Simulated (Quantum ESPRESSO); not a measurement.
# How KI absorbs and reflects light, part 3 of 3

Wanted: where KI starts to absorb, how strongly, and its refractive index.

Quantum ESPRESSO 7.5; DFT, PBE, plane waves with norm-conserving potentials (PseudoDojo), scalar-relativistic, independent-particle optical response without local fields and without the non-local commutator.

So far. Step 2 (Ground state): There is a gap, 3.96 eV on this mesh (points off the mesh can give less), so no carriers' term is needed.

### 5. Dielectric function

The spectrum is a sum over vertical transitions between filled and empty bands at the fixed density, so many empty bands are needed.

This step: DFT, PBE, plane waves with norm-conserving potentials (PseudoDojo), scalar-relativistic, independent-particle optical response without local fields and without the non-local commutator (Quantum ESPRESSO 7.5).

The input, epsilon.in:

```
&inputpp
  prefix = 'x'
  outdir = './tmp'
  calculation = 'eps'
/
&energy_grid
  smeartype = 'gauss'
  intersmear = 0.2
  wmin = 0.0
  wmax = 22
  nw = 500
/
```

Run with:

```bash
$ mpirun -n 4 epsilon.x -nk 4 -in epsilon.in
```

The program printed:

```text
[banner, memory and clock lines left out]

     Broadcasting variables...

     IMPORTANT: XC functional enforced from input :
     Exchange-correlation= PBE
                           (   1   4   3   4   0   0   0)
     Any further DFT definition will be discarded

     G-vector sticks info

     Fermi energy [eV] is:  1.38039
     The system is a dielectric...
     metallic system: redefining wmin =     0.000000

     Performing eps calculation...

     xx,yy,zz plasmon frequences [eV] are:    13.313287110   13.313287111   13.313287111
```

The job ended after 4 s (4 MPI ranks of Intel Xeon Platinum 8175M at 2.50GHz (Skylake/Cascade Lake), shared host; peak memory 0.07 GiB; 15 s of CPU time).

Read-outs, printed or worked out from the files:

- electronic dielectric constant ε∞, mean over x, y and z (by symmetry where fewer were run): 3.012
- main peak of Im epsilon, first axis: 7.743 eV
- centre of weight of the strongest loss peak in the window: 10.47 eV

Some rows of epsi_x.dat:

```text
# energy grid [eV]     epsi_x  epsi_y  epsi_z
#
    0.176352705    0.001318872    0.001318872    0.001318872
    1.234468938    0.009991055    0.009991055    0.009991055
    2.292585170    0.023203603    0.023203603    0.023203603
    3.350701403    0.056358021    0.056358021    0.056358021
    4.408817635    0.744293365    0.744293365    0.744293365
    5.466933868    2.547502579    2.547502579    2.547502579
    6.525050100    3.662831936    3.662831936    3.662831936
    7.583166333    4.350751033    4.350751033    4.350751033
    8.641282565    2.486336397    2.486336397    2.486336397
    9.699398798    1.021100773    1.021100773    1.021100773
   10.757515030    1.043898543    1.043898543    1.043898543
   11.815631263    0.361246124    0.361246124    0.361246124
   12.873747495    1.146340592    1.146340592    1.146340592
   13.931863727    0.474217557    0.474217557    0.474217557
   14.989979960    0.212324855    0.212324855    0.212324855
   16.048096192    0.246898835    0.246898835    0.246898835
   17.106212425    0.312868561    0.312868562    0.312868561
   18.164328657    0.641755186    0.641755186    0.641755186
   19.222444890    0.973290346    0.973290346    0.973290346
   20.280561122    1.988146301    1.988146301    1.988146301
   21.338677355    0.875296798    0.875296798    0.875296798
```

The Im ε, any direction has structure finer than the step of the table below, so its rows give means over 0.5 eV, whole bins alone (the curve runs from 0 to 22 eV). Peaks (eV: height): 6.17: 5.33, 7.76: 5.44, 13.01: 1.30, 20.63: 2.41.

Values under the direct gap are tails of Lorentzian lines. Table of Im ε, any direction by photon energy; means over each step:

| photon energy (eV) | Im ε, any direction |
| --- | --- |
| 0.5 | 0.00379 |
| 1.0 | 0.00790 |
| 1.5 | 0.0127 |
| 2.0 | 0.0188 |
| 2.5 | 0.0273 |
| 3.0 | 0.0408 |
| 3.5 | 0.0703 |
| 4.0 | 0.230 |
| 4.5 | 0.629 |
| 5.0 | 1.16 |
| 5.5 | 2.77 |
| 6.0 | 4.78 |
| 6.5 | 4.08 |
| 7.0 | 3.23 |
| 7.5 | 4.41 |
| 8.0 | 3.89 |
| 8.5 | 3.01 |
| 9.0 | 2.50 |
| 9.5 | 1.32 |
| 10.0 | 0.645 |
| 10.5 | 0.695 |
| 11.0 | 0.973 |
| 11.5 | 0.516 |
| 12.0 | 0.479 |
| 12.5 | 1.04 |
| 13.0 | 1.19 |
| 13.5 | 0.753 |
| 14.0 | 0.444 |
| 14.5 | 0.274 |
| 15.0 | 0.230 |
| 15.5 | 0.258 |
| 16.0 | 0.236 |
| 16.5 | 0.222 |
| 17.0 | 0.295 |
| 17.5 | 0.535 |
| 18.0 | 0.652 |
| 18.5 | 0.743 |
| 19.0 | 0.923 |
| 19.5 | 1.14 |
| 20.0 | 1.38 |
| 20.5 | 2.12 |
| 21.0 | 1.43 |
| 21.5 | 0.987 |

The Re ε, any direction by photon energy:

photon energy (eV), Re ε, any direction and a bar from the least value:
```
      0.0       3.01 ################
      0.5       3.02 ################
      1.0       3.05 ################
      1.5       3.10 ################
      2.0       3.18 ################
      2.5       3.29 #################
      3.0       3.46 #################
      3.5       3.71 ##################
      4.0       4.12 ####################
      4.5       4.27 #####################
      5.0       5.03 ########################
      5.5       6.52 ##############################
      6.0       3.93 ###################
      6.5       1.81 ###########
      7.0       2.37 #############
      7.5       1.90 ###########
      8.0      -0.62 #
      8.5      -0.50 #
      9.0      -0.54 #
      9.5      -0.76 
     10.0      -0.05 ###
     10.5       0.57 #####
     11.0       0.30 ####
     11.5       0.47 #####
     12.0       1.00 #######
     12.5       1.09 ########
     13.0       0.69 ######
     13.5       0.17 ####
     14.0       0.49 #####
     14.5       0.60 ######
     15.0       0.88 #######
     15.5       0.99 #######
     16.0       1.10 ########
     16.5       1.22 ########
     17.0       1.45 #########
     17.5       1.60 ##########
     18.0       1.51 #########
     18.5       1.51 #########
     19.0       1.82 ###########
     19.5       1.61 ##########
     20.0       1.83 ###########
     20.5       1.36 #########
     21.0       0.28 ####
     21.5       0.97 #######
     22.0       0.90 #######
```

Table of refractive index n and extinction k by photon energy:

| photon energy (eV) | n | k |
| --- | --- | --- |
| 0 | 1.74 | 0 |
| 1 | 1.75 | 0.00225 |
| 2 | 1.78 | 0.00524 |
| 3 | 1.86 | 0.0108 |
| 4 | 2.03 | 0.0543 |
| 5 | 2.27 | 0.333 |
| 6 | 2.27 | 1.09 |
| 7 | 1.74 | 0.821 |
| 8 | 1.28 | 1.51 |
| 9 | 1.04 | 1.28 |
| 10 | 0.521 | 0.568 |
| 11 | 0.820 | 0.611 |
| 12 | 1.02 | 0.215 |
| 13 | 1.04 | 0.621 |
| 14 | 0.759 | 0.294 |
| 15 | 0.943 | 0.113 |
| 16 | 1.06 | 0.113 |
| 17 | 1.21 | 0.112 |
| 18 | 1.26 | 0.265 |
| 19 | 1.40 | 0.362 |
| 20 | 1.44 | 0.477 |
| 21 | 0.894 | 0.719 |
| 22 | 1.41 | 1.04 |

The reflectivity at normal incidence, any direction has structure finer than the step of the table below, so its rows give means over 1 eV, whole bins alone (the curve runs from 0 to 22 eV). Peaks (eV: height): 6.2: 24.9, 8.0: 31.5, 8.5: 28.9, 9.3: 37.0, 11.0: 11.2, 13.5: 12.8, 20.9: 17.1.

The reflectivity at normal incidence, any direction by photon energy; means over each step:

| photon energy (eV) | reflectivity at normal incidence, any direction (%) |
| --- | --- |
| 1 | 7.40 |
| 2 | 7.94 |
| 3 | 9.09 |
| 4 | 11.7 |
| 5 | 15.8 |
| 6 | 22.9 |
| 7 | 18.5 |
| 8 | 26.4 |
| 9 | 29.9 |
| 10 | 21.3 |
| 11 | 7.96 |
| 12 | 2.67 |
| 13 | 8.53 |
| 14 | 5.20 |
| 15 | 0.662 |
| 16 | 0.400 |
| 17 | 1.29 |
| 18 | 2.73 |
| 19 | 4.15 |
| 20 | 7.38 |
| 21 | 11.6 |

The loss function −Im 1/ε at q → 0, any direction has structure finer than the step of the table below, so its rows give means over 1 eV, whole bins alone (the curve runs from 0 to 22 eV). Peaks (eV: height): 10.0: 1.69, 11.3: 1.33, 13.6: 1.43, 21.3: 0.830.

Values under the direct gap are tails of Lorentzian lines. The loss function −Im 1/ε at q → 0, any direction by energy loss; means over each step:

| energy loss (eV) | loss function −Im 1/ε at q → 0, any direction |
| --- | --- |
| 1 | 8.5e-4 |
| 2 | 0.00187 |
| 3 | 0.00347 |
| 4 | 0.0166 |
| 5 | 0.0397 |
| 6 | 0.127 |
| 7 | 0.205 |
| 8 | 0.254 |
| 9 | 0.403 |
| 10 | 1.17 |
| 11 | 0.931 |
| 12 | 0.514 |
| 13 | 0.707 |
| 14 | 1.02 |
| 15 | 0.307 |
| 16 | 0.193 |
| 17 | 0.140 |
| 18 | 0.235 |
| 19 | 0.255 |
| 20 | 0.301 |
| 21 | 0.594 |

At chosen wavelengths:

| wavelength (nm) | n | k | R (%) | 1/α |
| --- | --- | --- | --- | --- |
| 1550 | 1.74 | 0.002 | 7.3 | 70 µm |
| 1064 | 1.75 | 0.003 | 7.4 | 32 µm |
| 800 | 1.76 | 0.004 | 7.6 | 17 µm |
| 633 | 1.78 | 0.005 | 7.9 | 9.9 µm |
| 532 | 1.80 | 0.007 | 8.2 | 6.4 µm |
| 405 | 1.87 | 0.011 | 9.1 | 2.8 µm |
| 193 | 1.76 | 1.207 | 22.4 | 13 nm |

Below the direct gap, k and the depth come from the tails of the Lorentzian lines, not from transitions.

Rows near the edge hang on the gap, which this functional as a rule makes too small, and phonon-assisted absorption is left out.

### 6. What came out

* electronic dielectric constant ε∞, mean over x, y and z (by symmetry where fewer were run) (independent particles): 3.01
* main peak of Im epsilon, first axis: 7.74 eV
* centre of weight of the strongest loss peak in the window, first axis: 10.5 eV

In words: At this level (PBE, independent particles) KI has ε∞ = 3.01 and n = 1.74 at 1550 nm, and Im ε peaks at 7.7 eV. Distinct maxima of Im ε, read by a parabola through the highest points, lie at 5.95 eV (5.1), 6.17 eV (5.3), 7.37 eV (4.3) and 7.74 eV (5.5). Excitons and phonon-assisted transitions are missing, and so are local fields; PBE gaps are as a rule too small, which pulls the onset down and ε∞ up. Spin-orbit coupling is left out although heavy atoms are present. epsilon.x leaves out the commutator of the non-local potential, so its intensities are off, as a rule too high. The sum runs over mesh points, so small or evenly spaced maxima can still be ripples of the mesh.

[Machine, clock, banner and «Message from routine» lines are left out of the logs.]

[Logs are printed without paths, hosts, clocks, repeated set-up lines and the standing remarks that a program may print on its own settings, such as how far it seeks lower states.]

[Hosts, paths, dates, database ids (printed as entryN), source tags and the programs' standing remarks are cut or masked in the printed files.]
